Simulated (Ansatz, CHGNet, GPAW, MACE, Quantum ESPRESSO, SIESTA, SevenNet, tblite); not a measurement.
# Running random packing of B (63 atoms) with SIESTA, part 2 of 2

How do the settings of SIESTA change the result for random packing of B (63 atoms)? A plane-wave run serves as the yardstick.

Program: SIESTA 5.4.2; the method stands at each step. Banners, paths, timers and routine set-up lines are dropped from the logs unmarked, and long logs keep their key lines alone; longer cuts are marked. The potentials were converted by us to PSML.

So far. Step 2 (PBE, DZP, shift 0.01 Ry, mesh 300 Ry): Forces lie 15 % from the reference's, at 7.5 times its CPU time. Step 3 (PBE, SZP, shift 0.01 Ry, mesh 300 Ry): Against the first run (15 %), the force difference from the reference is 51 %, at 0.74 times the CPU time (on 1 against 2 cores), with 567 basis functions against 819: the smaller basis costs accuracy.

## (4) PBE, DZP, shift 0.002 Ry, mesh 300 Ry

Method: Kohn-Sham DFT, PBE, PseudoDojo 0.4.1 norm-conserving pseudopotentials (converted to PSML), numerical atomic orbitals (DZP), diagonalisation.

input.fdf reads:

```
SystemLabel cell
NumberOfAtoms 63
NumberOfSpecies 1
%block ChemicalSpeciesLabel
  1 5 B
%endblock ChemicalSpeciesLabel
LatticeConstant 1.0 Ang
%block LatticeVectors
  8.15130 0.00000 0.00000
  0.00000 8.15130 0.00000
  0.00000 0.00000 8.15130
%endblock LatticeVectors
PAO.BasisSize DZP
PAO.EnergyShift 0.002 Ry
XC.Functional GGA
XC.Authors PBE
MeshCutoff 300 Ry
%block kgrid_Monkhorst_Pack
  1 0 0 0.0
  0 1 0 0.0
  0 0 1 0.0
%endblock kgrid_Monkhorst_Pack
SolutionMethod diagon
OccupationFunction FD
ElectronicTemperature 580 K
SCF.Mixer.Method Pulay
SCF.Mixer.Weight 0.05
SCF.Mixer.History 8
SCF.Mix Hamiltonian
MaxSCFIterations 300
SCF.DM.Tolerance 1e-04
SCF.H.Tolerance 1.0e-3 eV
WriteForces T
Write.HirshfeldPop T
Write.VoronoiPop T
Write.DM F
Write.H F
XML.Write F
AtomicCoordinatesFormat Fractional
%block AtomicCoordinatesAndAtomicSpecies
[... 63 atom lines left out: the same atoms as in the first run ...]
%endblock AtomicCoordinatesAndAtomicSpecies
```

On the command line:

```sh
OMP_NUM_THREADS=1 mpirun -np 2 siesta < input.fdf > output.txt
```

Output:

```text
Version         : 5.4.2
reinit: System Name:
reinit: System Label: cell
initatom: Reading input for the pseudopotentials and atomic orbitals ----------
Species number:   1 Atomic number:    5 Label: B
Ground state valence configuration (from tables):   2s02  2p01  3d00  4f00
---- Processing specs for species: B
GGA--PBE XC_GGA_X_PBE--XC_GGA_C_PBE pb
B pseudopotential only contains V_ls up to l=1 -- lmxkb reset.
Using PAO.SplitTailNorm
%block ChemicalSpeciesLabel
    1    5 B                       # Species index, atomic number, species label
%endblock ChemicalSpeciesLabel
%block PAO.Basis                 # Define Basis set
B                     2                    # Species label, number of l-shells
 n=2   0   2                         # n, l, Nzeta
   6.304      3.956
[... lines left out ...]
Total number of electrons:   189.000000
[... lines left out ...]
stepf: Fermi-Dirac step function
        iscf     Eharris(eV)        E_KS(eV)     FreeEng(eV)     dDmax    Ef(eV) dHmax(eV)
[... lines left out ...]
SCF Convergence by DM+H criterion
[... lines left out ...]
SCF cycle converged after 21 iterations
[... lines left out ...]
   Max    5.939194
[... lines left out ...]
   Max    5.939194    constrained
Stress tensor Voigt[x,y,z,yz,xz,xy] (kbar):      136.74      181.64      227.10      -20.42      -25.17      -27.46
[... lines left out ...]
Target enthalpy (eV/cell)    -4954.2865
siesta: Program's energy decomposition (eV):
siesta: Ebs     =     -2443.708932
siesta: Eions   =      9836.359946
siesta: Ena     =      3655.809995
siesta: Ekin    =      3072.925781
siesta: Enl     =       187.740846
siesta: DEna    =       -55.076154
siesta: DUscf   =         9.657366
siesta: Ex      =     -1746.952995
siesta: Ec      =      -241.732338
siesta: Exc     =     -1988.685333
siesta: Eharris =     -4953.987447
siesta: Etot    =     -4953.987445
siesta: FreeEng =     -4954.286464
siesta: Final energy (eV):
siesta:  Band Struct. =   -2443.708932
siesta:       Kinetic =    3072.925781
siesta:       Hartree =     391.154047
siesta:         Exch. =   -1746.952995
siesta:         Corr. =    -241.732338
siesta:   Exch.-corr. =   -1988.685333
siesta:  Ion-electron =   -3955.998752
siesta:       Ion-ion =   -2473.383188
siesta:         Total =   -4953.987445
siesta:         Fermi =      -6.577990
siesta: Stress tensor (static) (eV/Ang**3):
siesta:     0.085344   -0.017138   -0.015709
siesta:    -0.017138    0.113368   -0.012747
siesta:    -0.015709   -0.012747    0.141745
siesta: Cell volume =        541.602464 Ang**3
siesta: Pressure (static):
siesta:                Solid            Molecule  Units
siesta:          -0.00123601         -0.00116123  Ry/Bohr**3
siesta:          -0.11348565         -0.10661894  eV/Ang**3
siesta:        -181.82404941       -170.82237726  kBar
    Orbital volume contribution        =          71.595122 eV
    (Free)E + p_basis*V_orbitals       =       -4882.691342 eV
    (Free)Eharris+ p_basis*V_orbitals  =       -4882.691344 eV
Hirshfeld Atomic Populations:
Atom #   charge [q] valence [e]  Species
     1     0.019477    2.980523  B
     2    -0.025134    3.025134  B
     3     0.058701    2.941299  B
[...]
--------------------
 Total    -0.000004
Voronoi Atomic Populations:
Atom #   charge [q] valence [e]  Species
[...]
62     0.030838    2.969162  B
    63    -0.082414    3.082414  B
--------------------
 Total    -0.000004
```

The job ended after 10 min (2 MPI ranks of Arm Neoverse V2, shared host; peak memory 1.8 GiB; 21 min of CPU time).

Numbers from this run, and their distance from the reference:

```
r.m.s. force component                  : 1.38 eV/Å
r.m.s. difference of force components   : 208.8 meV/Å
longest difference of force vectors     : 746.2 meV/Å
force difference over r.m.s. force      : 16.39 %
slope of forces against the reference's : 1.073
correlation of force components         : 0.9908
pressure                                : -18.18 GPa
pressure difference                     : 2.69 GPa
```

Against the first run (15 %), the force difference from the reference is 16 %, at 3.2 times the CPU time.

## (5) PBE, SZ, shift 0.01 Ry, mesh 300 Ry

Method: Kohn-Sham DFT, PBE, PseudoDojo 0.4.1 norm-conserving pseudopotentials (converted to PSML), numerical atomic orbitals (SZ), diagonalisation.

input.fdf, as its differences from that of step 4:

```diff
@@ -12,4 +12,4 @@
 %endblock LatticeVectors
-PAO.BasisSize DZP
-PAO.EnergyShift 0.002 Ry
+PAO.BasisSize SZ
+PAO.EnergyShift 0.01 Ry
 XC.Functional GGA
```

On the command line:

```sh
OMP_NUM_THREADS=1 siesta < input.fdf > output.txt
```

Output:

```text
Version         : 5.4.2
reinit: System Name:
reinit: System Label: cell
initatom: Reading input for the pseudopotentials and atomic orbitals ----------
Species number:   1 Atomic number:    5 Label: B
Ground state valence configuration (from tables):   2s02  2p01  3d00  4f00
---- Processing specs for species: B
GGA--PBE XC_GGA_X_PBE--XC_GGA_C_PBE pb
B pseudopotential only contains V_ls up to l=1 -- lmxkb reset.
Using PAO.SplitTailNorm
%block ChemicalSpeciesLabel
    1    5 B                       # Species index, atomic number, species label
%endblock ChemicalSpeciesLabel
%block PAO.Basis                 # Define Basis set
B                     2                    # Species label, number of l-shells
 n=2   0   1                         # n, l, Nzeta
   5.254
   1.000
[... lines left out ...]
Total number of electrons:   189.000000
[... lines left out ...]
stepf: Fermi-Dirac step function
        iscf     Eharris(eV)        E_KS(eV)     FreeEng(eV)     dDmax    Ef(eV) dHmax(eV)
[... lines left out ...]
SCF Convergence by DM+H criterion
[... lines left out ...]
SCF cycle converged after 20 iterations
[... lines left out ...]
   Max    7.443507
[... lines left out ...]
   Max    7.443507    constrained
Stress tensor Voigt[x,y,z,yz,xz,xy] (kbar):      -26.41       30.18       65.33      -13.87      -35.32      -33.39
[... lines left out ...]
Target enthalpy (eV/cell)    -4908.1488
siesta: Program's energy decomposition (eV):
siesta: Ebs     =     -2183.416099
siesta: Eions   =      9836.359946
siesta: Ena     =      3609.219582
siesta: Ekin    =      2929.533666
siesta: Enl     =       270.297064
siesta: DEna    =        80.982946
siesta: DUscf   =         6.180316
siesta: Ex      =     -1722.820085
siesta: Ec      =      -244.925721
siesta: Exc     =     -1967.745806
siesta: Eharris =     -4907.892175
siesta: Etot    =     -4907.892179
siesta: FreeEng =     -4908.148805
siesta: Final energy (eV):
siesta:  Band Struct. =   -2183.416099
siesta:       Kinetic =    2929.533666
siesta:       Hartree =     327.048156
siesta:         Exch. =   -1722.820085
siesta:         Corr. =    -244.925721
siesta:   Exch.-corr. =   -1967.745806
siesta:  Ion-electron =   -3450.359777
siesta:       Ion-ion =   -2746.368418
siesta:         Total =   -4907.892179
siesta:         Fermi =      -5.135699
siesta: Stress tensor (static) (eV/Ang**3):
siesta:    -0.016486   -0.020841   -0.022043
siesta:    -0.020841    0.018837   -0.008655
siesta:    -0.022043   -0.008655    0.040773
siesta: Cell volume =        541.602464 Ang**3
siesta: Pressure (static):
siesta:                Solid            Molecule  Units
siesta:          -0.00015656         -0.00005080  Ry/Bohr**3
siesta:          -0.01437469         -0.00466446  eV/Ang**3
siesta:         -23.03079019         -7.47328299  kBar
    Orbital volume contribution        =          19.835521 eV
    (Free)E + p_basis*V_orbitals       =       -4888.313284 eV
    (Free)Eharris+ p_basis*V_orbitals  =       -4888.313279 eV
Hirshfeld Atomic Populations:
Atom #   charge [q] valence [e]  Species
     1     0.019860    2.980140  B
     2    -0.023708    3.023708  B
     3     0.057160    2.942840  B
[...]
--------------------
 Total     0.000001
Voronoi Atomic Populations:
Atom #   charge [q] valence [e]  Species
[...]
62     0.018281    2.981719  B
    63    -0.055603    3.055603  B
--------------------
 Total     0.000001
```

Elapsed: 71 s, on 1 thread; peak memory 0.48 GiB.

Compared with the plane-wave run:

```yaml
r_m_s_force_component: 1.996 eV/Å
r_m_s_difference_of_force_components: 1107 meV/Å
longest_difference_of_force_vectors: 3877 meV/Å
force_difference_over_r_m_s_force: 86.88 %
slope_of_forces_against_the_reference_s: 1.35
correlation_of_force_components: 0.8616
pressure: -2.303 GPa
pressure_difference: 18.57 GPa
```

This is a coarse setting, run to see what it loses.

Against the first run (15 %), the force difference from the reference is 87 %, at 0.18 times the CPU time (on 1 against 2 cores), with 252 basis functions against 819: the smaller basis costs accuracy.

## (6) PBE, DZP, shift 0.01 Ry, mesh 100 Ry

Method: Kohn-Sham DFT, PBE, PseudoDojo 0.4.1 norm-conserving pseudopotentials (converted to PSML), numerical atomic orbitals (DZP), diagonalisation.

input.fdf, as its differences from that of step 5:

```diff
@@ -12,3 +12,3 @@
 %endblock LatticeVectors
-PAO.BasisSize SZ
+PAO.BasisSize DZP
 PAO.EnergyShift 0.01 Ry
@@ -16,3 +16,3 @@
 XC.Authors PBE
-MeshCutoff 300 Ry
+MeshCutoff 100 Ry
 %block kgrid_Monkhorst_Pack
```

Output:

```text
Version         : 5.4.2
reinit: System Name:
reinit: System Label: cell
initatom: Reading input for the pseudopotentials and atomic orbitals ----------
Species number:   1 Atomic number:    5 Label: B
Ground state valence configuration (from tables):   2s02  2p01  3d00  4f00
---- Processing specs for species: B
GGA--PBE XC_GGA_X_PBE--XC_GGA_C_PBE pb
[... lines left out ...]
        iscf     Eharris(eV)        E_KS(eV)     FreeEng(eV)     dDmax    Ef(eV) dHmax(eV)
[... lines left out ...]
SCF Convergence by DM+H criterion
[... lines left out ...]
SCF cycle converged after 20 iterations
[... lines left out ...]
   Max    5.981897
[... lines left out ...]
   Max    5.981897    constrained
Stress tensor Voigt[x,y,z,yz,xz,xy] (kbar):      141.74      186.99      232.48      -20.72      -24.30      -27.70
[... lines left out ...]
siesta: FreeEng =     -4954.259166
[... lines left out ...]
siesta:         Fermi =      -5.112842
[... lines left out ...]
siesta:    -0.017286    0.116708   -0.012935
siesta:    -0.015164   -0.012935    0.145105
siesta: Cell volume =        541.602464 Ang**3
siesta: Pressure (static):
siesta:                Solid            Molecule  Units
siesta:          -0.00127167         -0.00119624  Ry/Bohr**3
siesta:          -0.11675968         -0.10983411  eV/Ang**3
siesta:        -187.06962524       -175.97364766  kBar
    Orbital volume contribution        =          39.380616 eV
    (Free)E + p_basis*V_orbitals       =       -4914.878551 eV
    (Free)Eharris+ p_basis*V_orbitals  =       -4914.878555 eV
Hirshfeld Atomic Populations:
Atom #   charge [q] valence [e]  Species
     1     0.025722    2.974278  B
     2    -0.021050    3.021050  B
     3     0.054448    2.945552  B
[...]
--------------------
 Total     0.000008
Voronoi Atomic Populations:
Atom #   charge [q] valence [e]  Species
[...]
62     0.032444    2.967556  B
    63    -0.068613    3.068613  B
--------------------
 Total     0.000012
```

Run time: 82 s. Hardware: 1 thread; peak memory 0.43 GiB.

Numbers from this run, and their distance from the reference:

```yaml
r_m_s_force_component: 1.388 eV/Å
r_m_s_difference_of_force_components: 194.7 meV/Å
longest_difference_of_force_vectors: 748.8 meV/Å
force_difference_over_r_m_s_force: 15.28 %
slope_of_forces_against_the_reference_s: 1.082
correlation_of_force_components: 0.9929
pressure: -18.71 GPa
pressure_difference: 2.165 GPa
energy_less_the_same_level_run_s: 0.4709 meV/atom
r_m_s_force_difference_from_the_same_level_run: 2.392 meV/Å
```

This is a coarse setting, run to see what it loses.

Against the first run (15 %), the force difference from the reference is 15 %, at 0.21 times the CPU time (on 1 against 2 cores): the change moves forces by 2.4 meV/Å r.m.s., so most of the difference comes from elsewhere.

## (7) Side by side

Differences are against the plane-wave reference, forces as r.m.s. over components; share is that over the reference's r.m.s. force, slope the least-squares factor from reference forces to these. Total energies of different programs have different zeros and aren't compared.

| run | Δ force, r.m.s. (meV/Å) | share (%) | slope | Δ pressure (GPa) | cores | CPU time | memory (GiB) |
| --- | --- | --- | --- | --- | --- | --- | --- |
| reference | - | - | - | - | 2 | 53 s | 0.96 |
| SIESTA PBE, DZP, shift 0.01 Ry, mesh 300 Ry | 195 | 15.3 | 1.082 | 2.19 | 2 | 6.6 min | 1.2 |
| SIESTA PBE, SZP, shift 0.01 Ry, mesh 300 Ry (coarse) | 652 | 51.2 | 1.210 | 12.4 | 1 | 4.9 min | 0.88 |
| SIESTA PBE, DZP, shift 0.002 Ry, mesh 300 Ry | 209 | 16.4 | 1.073 | 2.69 | 2 | 21 min | 1.8 |
| SIESTA PBE, SZ, shift 0.01 Ry, mesh 300 Ry (coarse) | 1107 | 86.9 | 1.350 | 18.6 | 1 | 71 s | 0.48 |
| SIESTA PBE, DZP, shift 0.01 Ry, mesh 100 Ry (coarse) | 195 | 15.3 | 1.082 | 2.17 | 1 | 82 s | 0.43 |

Rows marked coarse were listed beforehand as settings not expected to be converged; some can still land near the reference.

CPU time is summed over cores on a shared host, where runs went side by side, so it is rough. Symmetry, cutoffs, thresholds, outputs and thread counts weren't matched or tuned between programs; memory under MPI is the largest rank's times the ranks.

Within one program, basis, potentials and functional, energies share a zero. Each run against its twin at the usual cutoff or grid and solver:

| run | twin | Δ energy (meV/atom) | Δ force, r.m.s. (meV/Å) | CPU time over the twin's |
| --- | --- | --- | --- | --- |
| SIESTA PBE, DZP, shift 0.01 Ry, mesh 100 Ry | DZP, shift 0.01 Ry, mesh 300 Ry | 0.471 | 2.39 | 0.21 (this twin ran on 2 cores) |

## (8) Results

```yaml
nearest_in_forces: a tie at 15 % of 2 runs: SIESTA PBE, DZP, shift 0.01 Ry, mesh 300 Ry; SIESTA PBE, DZP, shift 0.01 Ry, mesh 100 Ry (coarse)
```

What this shows: The PBE runs in local orbitals, coarse settings apart, differ by 15 % (SIESTA PBE, DZP, shift 0.01 Ry, mesh 300 Ry) to 16 % (SIESTA PBE, DZP, shift 0.002 Ry, mesh 300 Ry); basis, grid and potentials can all enter. Runs with settings chosen to be coarse differ by 15 % (SIESTA PBE, DZP, shift 0.01 Ry, mesh 100 Ry) to 87 % (SIESTA PBE, SZ, shift 0.01 Ry, mesh 300 Ry), their programs' other errors included. None of the electronic-structure runs in the table takes under half the reference's CPU time of 53 s; they take 1.3 to 24 times as much. In pressure, SIESTA PBE, SZ, shift 0.01 Ry, mesh 300 Ry misses by +18.6 GPa, at the same functional. The reference's pressure holds the uncorrected Pulay stress of its 45 Ry basis, so small pressure differences, and their order, may be the reference's own error. The electron count is odd in these runs, and they have no spin polarisation, so the unpaired electron is spread evenly over both spins. The reference's stress is far from hydrostatic: its diagonal is -17.0, -20.7, -24.9 GPa, compression counted positive. The reference's pressure of -21 GPa says that the cell would shrink at this level of theory. The electronic-structure runs sample only Γ, in a cell whose shortest periodic width is 8 Å, which is coarse for a cell with partly filled levels.

[Also dropped from logs without a mark: logging warnings of Python, and SIESTA's first energy breakdown and zero terms.]

[Logs are printed without paths, hosts, clocks, repeated set-up lines and the standing remarks that a program may print on its own settings, such as how far it seeks lower states.]

[Hosts, paths, dates, database ids (printed as entryN), source tags and the programs' standing remarks are cut or masked in the printed files.]
